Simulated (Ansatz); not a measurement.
# Sr on Y(0001): change of the work function, part 2 of 3

How does Sr on the hcp site change the work function of Y(0001) as the layer fills?

Ansatz 0.2.0; plane-wave DFT, PBEsol, Ansatz PAW.

So far, work function, upper face (eV): step 2 (the clean slab) 3.41; step 3 (37 atoms, coverage 0.111 ML, cell 3x3) 2.82.

**4. Adsorbate added, k-mesh 5×5×1, coverage 0.25 ML**

System of this step: Sr/Y(0001). The cell holds 17 atoms: 16 Y and 1 Sr. Cell: a = 7.300 Å, b = 7.300 Å, c = 29.833 Å, α = 90.0°, β = 90.0°, γ = 60.0°. Vacuum lies along c.

Another coverage, to see how the dipoles act on each other as their distance changes.

Contents of input.yaml:

```yaml
crystal:
  lattice:
    - [7.3, 0.0, 0.0]
    - [3.65, 6.3219854476, 0.0]
    - [0.0, 0.0, 29.8326087914]
  atoms:
    - { symbol: "Y", position: [0.3333333333, 0.3333333333, 0.3016833044] }
    - { symbol: "Y", position: [0.0, 0.0, 0.3977887111] }
    - { symbol: "Y", position: [0.3333333333, 0.3333333333, 0.4920653612] }
    - { symbol: "Y", position: [0.0, 0.0, 0.5826788477] }
    - { symbol: "Y", position: [0.3333333333, 0.8333333333, 0.3016833044] }
    - { symbol: "Y", position: [0.0, 0.5, 0.3977887111] }
    - { symbol: "Y", position: [0.3333333333, 0.8333333333, 0.4920653612] }
    - { symbol: "Y", position: [0.0, 0.5, 0.5826788477] }
    - { symbol: "Y", position: [0.8333333333, 0.3333333333, 0.3016833044] }
    - { symbol: "Y", position: [0.5, 0.0, 0.3977887111] }
    - { symbol: "Y", position: [0.8333333333, 0.3333333333, 0.4920653612] }
    - { symbol: "Y", position: [0.5, 0.0, 0.5826788477] }
    - { symbol: "Y", position: [0.8333333333, 0.8333333333, 0.3016833044] }
    - { symbol: "Y", position: [0.5, 0.5, 0.3977887111] }
    - { symbol: "Y", position: [0.8333333333, 0.8333333333, 0.4920653612] }
    - { symbol: "Y", position: [0.5, 0.5, 0.5826788477] }
    - { symbol: Sr, position: [0.3333333333, 0.3333333333, 0.6983166956] }
kpoints:
  mp_grid: { grid: [5, 5, 1] }
hamiltonian:
  xc: pbesol
scf:
  occupations: { method: fermi_dirac, width: 0.1 }
  convergence: { dr2_threshold: 1.0e-08 }
efield:
  axis: 3
  dipole_correction: true
  ramp_position: 0.97
  ramp_width: 0.06
relax:
  f_tol: 0.02
  max_steps: 60
  constraints: [{ sites: [0, 1, 4, 5, 8, 9, 12, 13] }]
output:
  bader: true
  dos: { projected: true, e_range: [-8, 4] }
  write_potential: true
  write_density: true
  volumetric_format: npy
  elf: true
```

The run is started by

```console
ansatz run input.yaml --threads 4 --pin off --max-ram 12288MiB --backend cpu --events-out ev --progress --plain --runs-dir out
```

The job ended after 3.1 min (4 threads of Arm Neoverse V1, shared host; peak memory 3.3 GiB; 12 min of CPU time).

Relaxation path:

```tsv
step	energy less that of the first step (eV)	largest force component (eV/Å)
1	0.0000	0.6313
2	-0.1030	0.5192
3	-0.1780	0.0843
4	-0.1840	0.0581
5	-0.1843	0.0365
6	-0.1860	0.0037
```

The run keeps the 6 symmetry operations that it works with, so distortions that break them were not tested.

The atoms that moved most (Å):

```tsv
atom	dx	dy	dz	length
Sr17	0.000	0.000	-0.405	0.405
Y4	0.000	0.000	0.225	0.225
Y16	-0.034	-0.020	-0.037	0.054
Y8	0.034	-0.020	-0.037	0.054
Y12	0.000	0.040	-0.037	0.054
Y3	0.000	0.000	-0.050	0.050
Y15	0.017	0.010	0.014	0.025
Y11	0.000	-0.020	0.014	0.025
```

Final coordinates:

```
Y Sr
1.0
     7.30000    0.00000    0.00000
     3.65000    6.32199    0.00000
     0.00000    0.00000   29.83261
Y Sr
16 1
Direct
  0.33333 0.33333 0.30168
  0.00000 0.00000 0.39779
  0.33333 0.33333 0.49040
  0.00000 0.00000 0.59024
  0.33333 0.83333 0.30168
  0.00000 0.50000 0.39779
  0.33018 0.83491 0.49255
  0.00626 0.49687 0.58145
  0.83333 0.33333 0.30168
  0.50000 0.00000 0.39779
  0.83491 0.33018 0.49255
  0.49687 0.00626 0.58145
  0.83333 0.83333 0.30168
  0.50000 0.50000 0.39779
  0.83491 0.83491 0.49255
  0.49687 0.49687 0.58145
  0.33333 0.33333 0.68475
```

Numbers from this step:

| Property | Result |
| --- | --- |
| energy at zero smearing | -64207.1633 eV |
| work function, upper face | 2.379 eV |
| work function, lower face | 3.417 eV |
| dipole along the normal | 0.2647 e·Å |
| step between the vacuum levels | -1.038 eV |

Running mean over 2.867 Å of the planar mean; the ramp of the sawtooth is left out. Electron's electrostatic potential energy less the Fermi level against z:

z (Å), electron's electrostatic potential energy less the Fermi level (eV) and a bar from the least value:
```
        4       3.41 ##############################
        5       3.37 ##############################
        6       3.08 #############################
        7       1.21 #######################
        8      -4.02 ######
        9      -5.76 #
       10      -5.49 ##
       11      -5.35 ##
       12      -5.42 ##
       13      -5.69 #
       14      -5.52 ##
       15      -5.48 ##
       16      -6.05 
       17      -5.71 #
       18      -5.14 ###
       19      -1.98 #############
       20      -0.04 ###################
       21       0.09 ###################
       22       1.26 #######################
       23       2.19 ##########################
       24       2.34 ###########################
       25       2.37 ###########################
       26       2.38 ###########################
```

The density of states has structure finer than the step of the table below, so its rows give means over 0.25 eV, whole bins alone (the curve runs from -8 to 0.78 eV). Peaks (eV: height): -0.690: 32.3, -0.510: 32.4, -0.240: 60.9, -0.150: 37.3, -0.030: 56.4, 0.120: 56.4, 0.300: 56.7.

Density of states against energy, zero at the Fermi level; means over each step:

energy (eV), density of states (states/eV a cell) and a bar:
```
    -4.75        0.0 
    -4.50        0.0 
    -4.25        1.3 #
    -4.00        1.4 #
    -3.75        2.1 ##
    -3.50        3.6 ###
    -3.25        3.8 ###
    -3.00        3.2 ##
    -2.75        3.8 ###
    -2.50        6.0 ####
    -2.25        8.8 #######
    -2.00        5.0 ####
    -1.75       18.8 ##############
    -1.50       12.6 #########
    -1.25       17.5 #############
    -1.00       20.2 ###############
    -0.75       19.9 ###############
    -0.50       20.8 ################
    -0.25       31.1 #######################
     0.00       34.3 ##########################
     0.25       40.0 ##############################
     0.50       21.0 ################
```

Projected DOS per atom over height of the atomic layer and energy from the Fermi level. Layers: Y4 Y4 Y4 Y4 Sr from below.

Ten even steps from '_' (0.00 states/eV) to '@' (2.73 states/eV), each cell a mean:
```
##::::--__
@@++==%%__
######%%__
----======
--====--::
--------__
::----::__
..::::..__
........__
__________
__________
__________
__________
__________
__________
__________
__________
__________
__________
__________
__________
__________
```
Columns: height of the atomic layer (Å) from 9 to 20.4; rows upwards: energy from the Fermi level (eV) from -7.96 to 0.745.

Valence density in the ca plane at fractional y = 0.330, with atoms of Y and Sr within 0.2 Å of it. It is the smooth field of the valence electrons, not physical close to the nuclei.

Ten steps, logarithmic in the rise over the least value, from '0' (0.0 e/Å³) to '9' (3.6 e/Å³), each cell a mean:
```
23333223466653333332211110000000000000000000
23333234689974333322211100000000000000000000
33333234799985333322211100000000000000000000
33333235799985333322211100000000000000000000
23333234689974333322211100000000000000000000
23333223467653333332211110000000000000000000
33443322334333233443221110000000000000000000
34544322222222334554322111100000000000000000
34544322222222334554322211111000000000000000
33443322334333333443322223332100000000000000
23333223467643333333222346664210000000000000
23333334789864333332222468987420000000000000
33333335899985333332223589898521000000000000
33333335899985333332223589898521000000000000
23333334789874333332222478987421000000000000
23333223467643333333222346764210000000000000
33443322334333333443322223332100000000000000
34544322222222334554322211111000000000000000
34544322222222334554322111100000000000000000
33443322333333333443221111000000000000000000
```
Columns run along c (16.0 Å, from fractional 0.37 to 0.91 of the cell), rows up along a (7.3 Å). Atoms in or near the plane, at fractional coordinates: Y at (0.49, 0.33), Y at (0.49, 0.83), Sr at (0.68, 0.33).

Electrostatic potential energy in the ca plane at fractional y = 0.330, with atoms of Y and Sr within 0.2 Å of it. With pseudopotentials it is smooth inside the atoms' cores, unlike the true potential.

Values in eV, 11 rows by 16 columns, each cell a mean:
```
  2   2   1 -23 -16   2   1   3   5   6   5   5   5   5   5   5
  4   4  -3 -45 -36   2   4   5   6   6   5   5   5   5   5   5
  3   3  -1 -35 -26   2   3   4   6   6   5   5   5   5   5   5
 -1  -1   3  -3  -1   2  -3   1   5   5   5   5   5   5   5   5
 -4  -5   3   3   3   1  -8   0   4   2   3   4   5   5   5   5
  0  -1   2  -8  -3   2  -3   2   1  -9  -3   3   4   5   5   5
  4   4  -3 -41 -26   3   3   4  -7 -46 -20   2   4   5   5   5
  4   4  -4 -46 -32   3   4   4 -10 -49 -25   1   4   5   5   5
  2   1   1 -18 -10   2   0   2  -1 -22  -7   2   4   5   5   5
 -3  -4   3   2   3   1  -7   0   3   0   1   4   4   5   5   5
 -3  -3   3   1   2   1  -6   1   5   4   4   4   5   5   5   5
```
Columns run along c (16.0 Å, from fractional 0.37 to 0.91 of the cell; values clipped at the 3rd and 97th percentile), rows up along a (7.3 Å). Atoms in or near the plane, at fractional coordinates: Y at (0.49, 0.33), Y at (0.49, 0.83), Sr at (0.68, 0.33).

ELF in the ca plane at fractional y = 0.330, with atoms of Y and Sr within 0.2 Å of it. It is the smooth field of the valence electrons, not physical close to the nuclei.

Values, 11 rows by 16 columns, each cell a mean:
```
0.32 0.29 0.23 0.58 0.45 0.29 0.25 0.26 0.43 0.36 0.21 0.09 0.03 0.01 0.00 0.00
0.68 0.65 0.32 0.72 0.70 0.40 0.62 0.44 0.38 0.25 0.12 0.04 0.01 0.00 0.00 0.00
0.47 0.43 0.26 0.73 0.60 0.34 0.39 0.33 0.40 0.31 0.17 0.06 0.02 0.00 0.00 0.00
0.15 0.15 0.27 0.21 0.21 0.23 0.16 0.17 0.49 0.40 0.26 0.21 0.10 0.02 0.00 0.00
0.19 0.21 0.35 0.26 0.35 0.23 0.29 0.19 0.45 0.15 0.12 0.35 0.38 0.13 0.02 0.00
0.18 0.17 0.23 0.29 0.23 0.26 0.17 0.25 0.25 0.46 0.25 0.28 0.68 0.40 0.07 0.00
0.54 0.51 0.29 0.76 0.60 0.41 0.45 0.44 0.37 0.69 0.65 0.22 0.77 0.61 0.14 0.00
0.66 0.63 0.33 0.73 0.66 0.46 0.57 0.49 0.42 0.52 0.69 0.22 0.77 0.65 0.16 0.00
0.25 0.23 0.22 0.50 0.33 0.30 0.19 0.30 0.26 0.68 0.42 0.25 0.73 0.48 0.09 0.00
0.17 0.19 0.32 0.21 0.30 0.23 0.26 0.20 0.37 0.12 0.09 0.34 0.50 0.21 0.03 0.00
0.17 0.18 0.31 0.19 0.24 0.23 0.22 0.17 0.50 0.35 0.23 0.27 0.17 0.04 0.00 0.00
```
Columns run along c (16.0 Å, from fractional 0.37 to 0.91 of the cell), rows up along a (7.3 Å). Atoms in or near the plane, at fractional coordinates: Y at (0.49, 0.33), Y at (0.49, 0.83), Sr at (0.68, 0.33).

The relaxation took 6 steps and lowered the energy by 0.19 eV; the largest force on the free atoms ends at 0.0037 eV/Å.

By hand: a sheet of dipoles makes a step −p/(ε₀A) in the electron's potential. With e/ε₀ = 180.95 V·Å, p = 0.2647 e·Å and A = 46.15 Å², that is −180.95 × (0.2647) / 46.15 = -1.038 eV, and the two vacuum levels of the run differ by -1.038 eV.

The covered face has 2.38 eV, -1.03 eV against the clean one; the bare back face has moved by -0.01 eV, a measure of how thin the slab is.

**5. Work function against coverage**

This step: plane-wave DFT, PBEsol, Ansatz PAW; work function against coverage (Ansatz 0.2.0).

The runs are now put side by side.

Numbers from this step:

| Item | Value |
| --- | --- |
| work function of the clean face | 3.410 eV |
| largest change of the work function | -1.031 eV |

The work function of the covered face by coverage:

```tsv
coverage (adsorbates/nm²)	work function of the covered face (eV)
0.000	3.41
0.963	2.82
2.167	2.38
```

The dipole per adsorbate comes from the change of the cell's dipole. Coverage, by row:

```tsv
coverage (1/nm²)	coverage (ML)	work function (eV)	change (eV)	dipole per adsorbate, positive end outwards (debye)	mean height of the added atoms over the highest substrate atom (Å)
0.9629	0.1111	2.824	-0.5854	1.604	2.85
2.167	0.25	2.379	-1.031	1.254	2.82
```

**6. The slab at 0.25 ML, atoms frozen**

This step: plane-wave DFT, PBEsol, Ansatz PAW (Ansatz 0.2.0).

To see where the charge goes, the covered slab, the bare substrate and the adsorbate layer are each run at the same frozen positions and on the same grid.

Contents of input.yaml:

```yaml
crystal:
  lattice:
    - [7.3, 0.0, 0.0]
    - [3.65, 6.3219854476, 0.0]
    - [0.0, 0.0, 29.8326087914]
  atoms:
    - { symbol: "Y", position: [0.3333333333, 0.3333333333, 0.3016833044] }
    - { symbol: "Y", position: [0.0, 0.0, 0.3977887111] }
    - { symbol: "Y", position: [0.3333333333, 0.3333333333, 0.4904035191] }
    - { symbol: "Y", position: [0.0, 0.0, 0.5902350895] }
    - { symbol: "Y", position: [0.3333333333, 0.8333333333, 0.3016833044] }
    - { symbol: "Y", position: [0.0, 0.5, 0.3977887111] }
    - { symbol: "Y", position: [0.3301833637, 0.8349083182, 0.4925510719] }
    - { symbol: "Y", position: [0.006261436, 0.496869282, 0.5814525823] }
    - { symbol: "Y", position: [0.8333333333, 0.3333333333, 0.3016833044] }
    - { symbol: "Y", position: [0.5, 0.0, 0.3977887111] }
    - { symbol: "Y", position: [0.8349083182, 0.3301833637, 0.4925510719] }
    - { symbol: "Y", position: [0.496869282, 0.006261436, 0.5814525823] }
    - { symbol: "Y", position: [0.8333333333, 0.8333333333, 0.3016833044] }
    - { symbol: "Y", position: [0.5, 0.5, 0.3977887111] }
    - { symbol: "Y", position: [0.8349083182, 0.8349083182, 0.4925510719] }
    - { symbol: "Y", position: [0.496869282, 0.496869282, 0.5814525823] }
    - { symbol: Sr, position: [0.3333333333, 0.3333333333, 0.6847476233] }
kpoints:
  mp_grid: { grid: [5, 5, 1] }
hamiltonian:
  xc: pbesol
scf:
  occupations: { method: fermi_dirac, width: 0.1 }
  convergence: { dr2_threshold: 1.0e-08 }
efield:
  axis: 3
  dipole_correction: true
  ramp_position: 0.97
  ramp_width: 0.06
output:
  write_potential: true
  write_density: true
  volumetric_format: npy
```

It took 38 s on 4 threads; peak memory 3.1 GiB.

Numbers from this step:

```yaml
energy_at_zero_smearing: -64207.1634 eV
work_function_upper_face: 2.380 eV
dipole_along_the_normal: 0.2646 e·Å
```

The work function of the upper face is 2.38 eV.

**7. The substrate of the 0.25 ML cell alone**

System of this step: Sr/Y(0001), substrate alone, atoms held. The cell holds 16 atoms: 16 Y. Cell: a = 7.300 Å, b = 7.300 Å, c = 29.833 Å, α = 90.0°, β = 90.0°, γ = 60.0°. Vacuum lies along c.

The second part, atoms unmoved.

Changes to input.yaml since step 6:

```diff
@@ -22,3 +22,2 @@
     - { symbol: "Y", position: [0.496869282, 0.496869282, 0.5814525823] }
-    - { symbol: Sr, position: [0.3333333333, 0.3333333333, 0.6847476233] }
 kpoints:
```

It took 33 s on 4 threads; peak memory 2.9 GiB; 2.1 min of CPU time.

This step gave:

| Quantity | Value |
| --- | --- |
| energy at zero smearing | -60714.6235 eV |
| work function, upper face | 3.407 eV |
| dipole along the normal | 0.004568 e·Å |

The work function of the upper face is 3.41 eV.

**8. The adsorbate layer of the 0.25 ML cell alone**

System of this step: Sr/Y(0001), adsorbate layer alone, atoms held. The cell holds 1 atom: 1 Sr. Cell: a = 7.300 Å, b = 7.300 Å, c = 29.833 Å, α = 90.0°, β = 90.0°, γ = 60.0°. Vacuum lies along c.

The third part; a free layer of atoms may carry a moment, so spin is on.

input.yaml, the sections that differ from step 7:

```yaml
crystal:
  lattice:
    - [7.3, 0.0, 0.0]
    - [3.65, 6.3219854476, 0.0]
    - [0.0, 0.0, 29.8326087914]
  atoms:
    - { symbol: Sr, position: [0.3333333333, 0.3333333333, 0.6847476233], spin: 1.0 }
magnetization:
  spin_polarized: true
# kpoints, hamiltonian, scf, efield, output: as in step 7
```

It took 9.8 s on 4 threads; peak memory 1.3 GiB.

This step gave:

```yaml
energy_at_zero_smearing: -3490.4509 eV
dipole_along_the_normal: 3.50e-6 e·Å
```

At this spacing and smearing the free layer keeps no moment.

**9. Density difference at 0.25 ML**

This step: plane-wave DFT, PBEsol, Ansatz PAW; density difference on adsorption (Ansatz 0.2.0).

The densities of the parts are taken from that of the whole and averaged over planes; the first moment of what is left gives the step in the potential.

This step gave:

| Property | Result |
| --- | --- |
| largest charge moved | -0.004517 e/Å² |
| potential step from the moved charge | -1.020 eV |

The electron density difference oscillates, so the rows of the table below give means over windows of 1 Å about each position, cut where the curve ends. Its maxima inside the range that stand out by 2 % of the span (Å: e/Å³): 13.9: 3.9e-4, 16.7: 9.6e-4, 19.1: 0.00788. Its minima: 15.4: -9.0e-4, 17.8: -0.00529, 21.8: -0.00272.

Planar mean, whole system less its parts. Electron density difference against z; means over each step:

z (Å), electron density difference (e/Å³) and a bar from the least value:
```
        5    0.00000 #########
        6    0.00000 #########
        7   -0.00002 #########
        8   -0.00001 #########
        9    0.00005 #########
       10    0.00003 #########
       11   -0.00006 ########
       12   -0.00006 ########
       13    0.00014 #########
       14    0.00020 #########
       15   -0.00050 #######
       16   -0.00025 ########
       17   -0.00089 ######
       18   -0.00271 
       19    0.00666 ##############################
       20    0.00180 ##############
       21   -0.00093 ######
       22   -0.00239 #
       23   -0.00089 ######
       24   -0.00015 ########
       25   -0.00002 #########
       26    0.00000 #########
       27    0.00000 #########
```

Planar mean, whole system less its parts. Electrons moved below z against z:

```tsv
z (Å)	electrons moved below z (e/Å²)
6	-1.5e-7
7	-8.7e-6
8	-3.1e-5
9	-1.5e-5
10	5.3e-5
11	-2.8e-6
12	-8.4e-5
13	-4.0e-5
14	2.6e-4
15	1.0e-4
16	-5.7e-4
17	-2.5e-4
18	-0.00408
19	-4.1e-4
20	0.00430
21	0.00403
22	0.00196
23	3.8e-4
24	4.4e-5
25	3.1e-6
26	-2.2e-7
```

(Part 2 of 3 ends here.)

[Logs are printed without paths, hosts, clocks, repeated set-up lines and the standing remarks that a program may print on its own settings, such as how far it seeks lower states.]

[Hosts, paths, dates, database ids (printed as entryN), source tags and the programs' standing remarks are cut or masked in the printed files.]

[Maps of the electrostatic potential energy from Ansatz leave out the sawtooth potential of an applied field or a dipole correction, so their vacuum need not be flat; planar profiles and work functions include it.]

[The density of states shown here was stored with 400 of the rows of the run's finer table, so its peaks can read low, often by over a quarter, or be missed, and its means over a window can be off by a tenth or more.]
